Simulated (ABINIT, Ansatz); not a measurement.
**K2TaNbO6 (Fm-3m): G0W0 with ABINIT, start to end**

How does a plane-wave GW calculation on K2TaNbO6 (Fm-3m) run from the first input to the gap?

Main program and level: ABINIT 10.8.3; PBEsol and many-body steps on it, plane waves.

This is a report of a sequence of runs, with most program output left out.

## Step 1: The structure

The structure is cubic, space group Fm-3m (No. 225). Conventional cell: a = 8.089 Å, b = 8.089 Å, c = 8.089 Å, α = 90.00°, β = 90.00°, γ = 90.00°. Nearest to K lie 12 O at 2.86 Å. Nearest to Ta lie 6 O at 2.01 Å. Nb has 6 O at 2.03 Å nearest. O has 1 Ta at 2.01 Å and 1 Nb at 2.03 Å and 4 K at 2.86 Å nearest. Farther neighbours and most contacts between anions are not listed.

The cell and positions are those that the Materials Project relaxed with its own functionals (PBE, PBE+U or r2SCAN), kept fixed. Spin-orbit coupling is left out unless a step names it.

## Step 2: Ground state

This step: ABINIT 10.8.3; DFT, PBEsol, plane waves, norm-conserving pseudopotentials.

The ground-state density comes first.

The input, run.abi:

```
acell 3*1.0 Angstrom
rprim 
  -0.000000000000 4.044428000000 4.044428000000
  4.044428000000 -0.000000000000 4.044428000000
  4.044428000000 4.044428000000 -0.000000000000
ntypat 4
znucl 19 73 41 8
natom 10
typat 1 1 2 3 4 4 4 4 4 4
xred 
  0.250000000000 0.250000000000 0.250000000000
  0.750000000000 0.750000000000 0.750000000000
  0.500000000000 0.500000000000 0.500000000000
  0.000000000000 -0.000000000000 -0.000000000000
  0.749028000000 0.250972000000 0.250972000000
  0.250972000000 0.749028000000 0.749028000000
  0.250972000000 0.749028000000 0.250972000000
  0.749028000000 0.250972000000 0.749028000000
  0.250972000000 0.250972000000 0.749028000000
  0.749028000000 0.749028000000 0.250972000000
pp_dirpath "pseudos"
pseudos "K.upf, Ta.upf, Nb.upf, O.upf"
ecut 37
ngkpt 4 4 4
nshiftk 1
shiftk 0 0 0
kptopt 1
chksymbreak 0
nband 49
occopt 1
tolvrs 1e-10
nstep 60
prtwf 0
optforces 0
optstress 0
indata_prefix "in"
outdata_prefix "out"
tmpdata_prefix "tmp"
```

Started as:

```bash
> OMP_NUM_THREADS=1 mpirun -n 4 abinit run.abi > log
```

It took 83 s on 4 MPI ranks of Arm Neoverse V1, shared host; peak memory 0.56 GiB.

Numbers from this step:

* total energy: -7802.1415 eV
* gap: 1.698 eV
* k of the valence top: 0, 0, 0
* k of the conduction bottom: 0, 0, 0
* least direct gap: 1.698 eV

The gap is direct, at Γ.

## Step 3: Empty states on the mesh, 2×2×2 mesh, 114 bands

The sums over transitions need many empty states on a uniform mesh; this step solves for them.

run.abi, as its differences from that of step 2:

```diff
@@ -23,3 +23,3 @@
 ecut 37
-ngkpt 4 4 4
+ngkpt 2 2 2
 nshiftk 1
@@ -28,9 +28,10 @@
 chksymbreak 0
-nband 49
-occopt 1
-tolvrs 1e-10
+iscf -2
+irdden 1
+istwfk *1
+nband 114
+nbdbuf 10
+tolwfr 1e-09
 nstep 60
-prtwf 0
-optforces 0
-optstress 0
+prtvol 0
 indata_prefix "in"
```

It took 56 s on 4 MPI ranks; peak memory 0.41 GiB; 3.7 min of CPU time.

This step gave:

| Item | Value |
| --- | --- |
| gap | 1.698 eV |
| k of the valence top | 0, 0, 0 |
| k of the conduction bottom | 0, 0, 0 |
| least direct gap | 1.698 eV |
| k points computed | 3 |
| lowest point of the top converged band, above the valence top | 29.79 eV |

On this mesh the gap is 1.698 eV.

## Step 4: Screening, 2×2×2 mesh, 104 bands, screening to 98 eV

The RPA dielectric matrix is built and inverted for each q.

This step: RPA screening on PBEsol, plane waves, norm-conserving pseudopotentials.

run.abi, as its differences from that of step 3:

```diff
@@ -28,10 +28,11 @@
 chksymbreak 0
-iscf -2
-irdden 1
 istwfk *1
-nband 114
-nbdbuf 10
-tolwfr 1e-09
-nstep 60
-prtvol 0
+occopt 1
+irdwfk 1
+optdriver 3
+nband 104
+ecuteps 3.6
+inclvkb 2
+awtr 1
+symchi 1
 indata_prefix "in"
```

Run time: 37 s. Hardware: 4 MPI ranks; peak memory 1.9 GiB; 2.5 min of CPU time.

This step gave:

| Property | Result |
| --- | --- |
| ε∞ with local fields, on this mesh, along the program's q direction | 8.442 |
| the same without local fields | 8.901 |
| plasma frequency | 28.87 eV |
| plane waves in the screening matrix | 283 |

Local fields lower ε∞ by 5 %. On a Γ-centred mesh this coarse the value itself is usually too large, while a short band sum pulls it down.

## Step 5: Self-energy, 2×2×2 mesh, 104 bands, screening to 98 eV

The self-energy is evaluated for the states that the input lists, and the levels follow from it, in one-shot runs by the linearised quasiparticle equation.

This step: G0W0 on PBEsol, plane waves, norm-conserving pseudopotentials.

run.abi, as its differences from that of step 4:

```diff
@@ -31,8 +31,15 @@
 irdwfk 1
-optdriver 3
+optdriver 4
 nband 104
+gwcalctyp 0
+ecutsigx 37
+symsigma 1
+nkptgw 1
+kptgw 
+  0.0000000000 0.0000000000 0.0000000000
+bdgw 
+  38 43
 ecuteps 3.6
-inclvkb 2
-awtr 1
-symchi 1
+irdscr 1
+ppmodel 1
 indata_prefix "in"
```

Elapsed: 7.9 s, on 4 MPI ranks; peak memory 1.1 GiB; 31 s of CPU time.

This step gave:

```
G0W0 gap on the points computed              : 3.135 eV
starting gap on the mesh                     : 1.698 eV
k of the valence top                         : 0, 0, 0
k of the conduction bottom                   : 0, 0, 0
Z at the valence top                         : 0.764
Z at the conduction bottom                   : 0.816
least direct G0W0 gap on the computed points : 3.135 eV
```

The gap on the mesh goes from 1.70 eV to 3.13 eV, a correction of +1.44 eV.

Limits: finite bands, cutoff and mesh; no spin-orbit coupling; coarse k mesh. v1 is the top filled band, c1 the lowest empty one. The levels before and after the correction (eV, zero at the valence-band top of each column):

```
           conduction bottom  valence top
Kohn-Sham               1.70         0.00
     G0W0               3.13         0.00
```

```
             level  energy (eV)
Kohn-Sham  Γ v3-v1        0.000
Kohn-Sham  Γ c1-c3        1.698
     G0W0  Γ v3-v1        0.000
     G0W0  Γ c1-c3        3.135
```

## Step 6: Where the time went

Times are wall times on 4 MPI ranks of Arm Neoverse V1, shared host, good to a factor of about two.

```
                    step   time  share  memory (GiB)
            ground state   83 s   45 %          0.56
empty states on the mesh   56 s   30 %          0.41
               screening   37 s   20 %           1.9
             self-energy  7.9 s    4 %           1.1
```

## Step 7: What came out

```json
{
  "PBEsol gap": "1.70 eV, direct",
  "G0W0 gap on the mesh": "3.13 eV",
  "GW settings": "2×2×2 mesh, 104 bands, screening to 98 eV, Godby-Needs plasmon pole",
  "known limits": "not at the basis limit; no spin-orbit coupling; coarse k mesh"
}
```

**Reading.** G0W0 moves the gap on the mesh from 1.70 eV to 3.13 eV (+1.44 eV), with Z of 0.76 and 0.82 at the edges. Local fields lower the RPA ε∞ on this mesh from 8.90 to 8.44; a Γ-centred mesh this coarse tends to raise both, most where the direct gap is narrow, while a short band sum lowers them. Only 1 of the mesh's irreducible points was corrected, so a valley elsewhere could overtake. Bands and cutoff are finite, so the gap is not at the basis limit. The miss can reach some tenths of an eV and take either sign; the mesh is an error of its own. In the G0W0 run levels were corrected at 1 k point alone, so a gap called «on the mesh» is the least over those, and an edge elsewhere would be missed. The 2×2×2 mesh is coarse for this cell, which bears on the long-range parts of exchange and screening. The many-body steps are scalar-relativistic: spin-orbit coupling is not in them.

[Paths, hosts, dates, memory and timing lines, banners, echoed tables and standing remarks are left out of the program output.]

[Logs are printed without paths, hosts, clocks, repeated set-up lines and the standing remarks that a program may print on its own settings, such as how far it seeks lower states.]

[Runs of the session that timed out or met a known fault of the program may be left out.]

[Hosts, paths, dates, database ids (printed as entryN), source tags and the programs' standing remarks are cut or masked in the printed files.]

[G0W0 gaps are taken among the corrected bands and points alone; a level outside them can change the order at an edge.]

[Where Ansatz stands beside ABINIT at settings called matched, ABINIT's density can come from a denser mesh and the files from another edition; pairs whose starting gaps differed by over 0.03 eV were left out, so agreement reads better than it is.]
